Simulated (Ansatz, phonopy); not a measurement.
# KI (Fm-3m): thermal expansion from first principles, part 4 of 4

Wanted: α(T), C_P(T) and B(T) of KI in the quasi-harmonic approximation.

Experimental results on record:
- volume expansion coefficient 113.7 1e-6/K near room temperature (given in “Descriptors for thermal expansion in solids”, 2017, arXiv:1701.03966)

Ansatz 0.2.0; DFT LDA, scalar-relativistic, plane waves, PAW (the session's first sound run).

So far, volume expansion coefficient at 300 K (× 1e-6/K): step 7 (quasi-harmonic fit by phonopy) 217; step 9 (free-energy fit) 122.

## 11. Phonons on strained cells, q-mesh 4×4×4

Level of this step: DFT PBE, scalar-relativistic, plane waves, PAW (Ansatz).

The study relaxes the crystal at several strains, solves the phonons on some of them and minimises the free energy at each temperature (static energy, vibrations, the electrons in a metal, and PV under a set pressure); the q-mesh sets how far the force constants reach.

input.yaml reads:

```yaml
crystal:
  lattice:
    - [0.0, 3.5907096243, 3.5907096243]
    - [3.5907096243, 0.0, 3.5907096243]
    - [3.5907096243, 3.5907096243, 0.0]
  atoms:
    - { symbol: K, position: [0.0, 0.0, 0.0] }
    - { symbol: I, position: [0.5, 0.5, 0.5] }
kpoints:
  mp_grid: { grid: [8, 8, 8] }
hamiltonian:
  xc: pbe
scf:
  occupations: { method: fixed }
  lower_state_search: "off"
output:
  eigenvalues: true
phonons:
  method: dfpt
  qmesh: [4, 4, 4]
  temperatures: { t_max: 500.0, t_step: 25 }
  thermal_expansion: {}
```

On the command line:

```bash
$ ansatz run input.yaml --threads 8 --pin off --max-ram 16384MiB --backend cpu --events-out ev --progress --plain --runs-dir out
```

Numbers of over 12 decimals in the logs are rounded to 6 here.

The program printed:

```text
[...]
Crystal: 2 atoms, lattice volume = 92.591 Å³
Basis set: ecut = 487.2 eV, 2229 PW (Γ), exchange–correlation on 80×80×80 points (8 copies of the dense FFT grid, shifted against one another)
Bands: 17, of which v1, the nominal top of the filled ones, is band 13 counted from 1 (12 counted from 0)
Symmetry: 48 space group operations
[...]
vibrations' free energy: its fit leaves 0.0002 meV an atom at the most
  the electrons' free energy at temperature is not in it: every band gap is over 0.52 eV
  free energies summed between the sampled wave vectors
[...]
band gaps on the cells' k-points are 3.583 to 3.922 eV
[key lines of the parts left out:]
SCF converged after 9 iterations
Free energy (F): -9053.698489 eV
Fermi energy:    1.894933 eV
P = ⅓ Tr σ = 0.0037 GPa (0.037 kbar)
```

Elapsed: 23 min, on 8 threads of Arm Neoverse V1, shared host; peak memory 2.8 GiB.

Strained cells of the study; zero-point energy where phonons were solved; the pressures are stresses at a fixed cutoff and can carry an offset from the finite basis. Expansion cells, by row:

```csv
cell,|a| (Å),|b| (Å),|c| (Å),V (Å³/atom),E - E_lowest (meV/atom),"pressure, compression positive (GPa)",gap (eV),zero-point energy (meV/atom)
1,5.078,5.078,5.078,46.3,0,0.001,3.856,-
2,5.119,5.119,5.119,47.42,0.83,-0.238,3.805,-
3,5.038,5.038,5.038,45.2,0.921,0.269,3.909,-
4,5.079,5.079,5.079,46.32,0,-0.005,3.855,12.7
5,5.104,5.104,5.104,47.02,0.35,-0.158,3.822,12.36
6,5.117,5.117,5.117,47.36,0.75,-0.227,3.807,12.19
7,5.154,5.154,5.154,48.42,2.904,-0.426,3.761,11.68
8,5.193,5.193,5.193,49.5,6.376,-0.603,3.715,11.18
9,5.231,5.231,5.231,50.61,11.09,-0.762,3.671,10.68
10,5.27,5.27,5.27,51.74,16.95,-0.902,3.628,10.19
11,5.029,5.029,5.029,44.96,1.384,0.334,3.922,-
12,5.054,5.054,5.054,45.64,0.335,0.158,3.888,-
13,5.312,5.312,5.312,52.99,24.52,-1.036,3.583,-
```

Changing the level of theory (LDA → PBE) takes the volume expansion at 298 K from 122 to 195 × 10⁻⁶/K and B_T from 13.1 to 7.79 GPa.

## 12. The series together

Times are for 8 threads of Arm Neoverse V1, shared host. The runs compared:

```csv
no.,functional,cutoff (eV),k-mesh,q-mesh,method,pressure (GPa),volume expansion coefficient at 298 K (1e-6/K),C_P at 298 K (J/mol-atom/K),isothermal bulk modulus at 298 K (GPa),time,memory (GiB)
1,lda,487.2,8×8×8,1×1×1,dfpt,0,215.5,28.67,11.42,54 s,0.69
2,lda,487.2,8×8×8,4×4×4,dfpt,0,121.6,26.02,13.14,12 min,2.2
3,pbe,487.2,8×8×8,4×4×4,dfpt,0,195.2,27.32,7.789,23 min,2.8
```

The runs together, line volume. Table of expansion coefficient, volume by temperature; values in 1e-6/K:

```csv
temperature (K),"lda, 487.2, 8×8×8, 1×1×1, dfpt, 0","lda, 487.2, 8×8×8, 4×4×4, dfpt, 0","pbe, 487.2, 8×8×8, 4×4×4, dfpt, 0"
0,0,0,0
25,49.9,18.7,42.5
50,108,56.6,99.2
75,134,78.4,125
100,149,90.0,138
125,159,97.1,147
150,167,102,154
175,175,106,161
200,182,110,167
225,190,113,173
250,198,116,180
275,207,119,188
298,216,122,195
300,216,122,196
325,227,125,205
350,240,128,215
375,254,132,227
400,271,135,241
425,292,139,258
450,318,143,279
475,351,147,306
500,396,151,341
```

The runs together, line C_P. The heat capacity, C_P by temperature; values in J/mol-atom/K:

```csv
temperature (K),"lda, 487.2, 8×8×8, 1×1×1, dfpt, 0","lda, 487.2, 8×8×8, 4×4×4, dfpt, 0","pbe, 487.2, 8×8×8, 4×4×4, dfpt, 0"
0,0,0,0
25,8.10,7.74,9.65
50,17.3,16.0,18.3
75,21.4,20.2,21.8
100,23.3,22.2,23.4
125,24.5,23.4,24.3
150,25.3,24.1,25.0
175,25.9,24.6,25.4
200,26.5,25.0,25.8
225,27.0,25.3,26.2
250,27.6,25.6,26.6
275,28.1,25.8,27.0
298,28.7,26.0,27.3
300,28.7,26.0,27.3
325,29.4,26.3,27.8
350,30.1,26.5,28.2
375,31.0,26.7,28.8
400,31.9,27.0,29.4
425,33.1,27.2,30.1
450,34.6,27.5,31.0
475,36.4,27.7,32.1
500,38.9,28.0,33.5
```

## 13. Quasi-harmonic fit by phonopy

This step: DFT PBE, scalar-relativistic, plane waves, PAW (phonopy 4.10.0).

Energy (each curve on its own zero) against volume; values in meV/atom:

```csv
volume (Å³/atom),static,F at 0 K,F at 300 K,F at 500 K
46.32,0,1.14,6.89,11.4
47.02,0.35,1.14,5.29,8.54
47.36,0.75,1.37,4.74,7.36
48.42,2.9,3.02,3.87,4.51
49.50,6.38,5.99,4.18,2.74
50.61,11.1,10.2,5.55,1.92
51.74,16.9,15.6,7.89,1.93
```

The fit gives a volume expansion of 197 × 10⁻⁶/K at 300 K, against 195 at 298 K from the study itself, whose static fit uses more cells.

## 14. Results

- settings of these figures: PBE, 487.2 eV, k 8×8×8, q 4×4×4
- volume expansion coefficient at 298 K: 195.2 1e-6/K
- C_P at 298 K: 27.32 J/mol-atom/K
- entropy at 298 K: 57.25 J/mol-atom/K
- isothermal bulk modulus at 298 K: 7.789 GPa
- Grüneisen parameter at 298 K: 1.802
- volume at 298 K: 48.64 Å³/atom
- principal linear expansion coefficients at 298 K: 65.07, 65.07, 65.07 1e-6/K

In words: Near room temperature KI expands by 195 × 10⁻⁶/K in volume by PBE, with C_P = 27.3 J/(mol K) per mole of atoms and B_T = 7.79 GPa. Between 298.15 and 500 K the bulk modulus falls by 38 % and the Grüneisen parameter grows; in this range the quasi-harmonic approximation, which lacks anharmonicity at fixed volume, tends to overshoot. C_P at room temperature is 110 % of the classical 3R an atom; C_V is 99 %, and the rest is expansion work. A measured volume expansion coefficient near room temperature is 113.7 1e-6/K (arXiv:1701.03966); the calculated 195 1e-6/K differs by +72 %. The levels of theory differ by up to 73.6 × 10⁻⁶/K in the volume expansion at 298 K.

[Logs are printed without paths, hosts, clocks, repeated set-up lines and the standing remarks that a program may print on its own settings, such as how far it seeks lower states.]

[Hosts, paths, dates, database ids (printed as entryN), source tags and the programs' standing remarks are cut or masked in the printed files.]

[A step with changed settings may run another functional than the one named; its input shows which.]
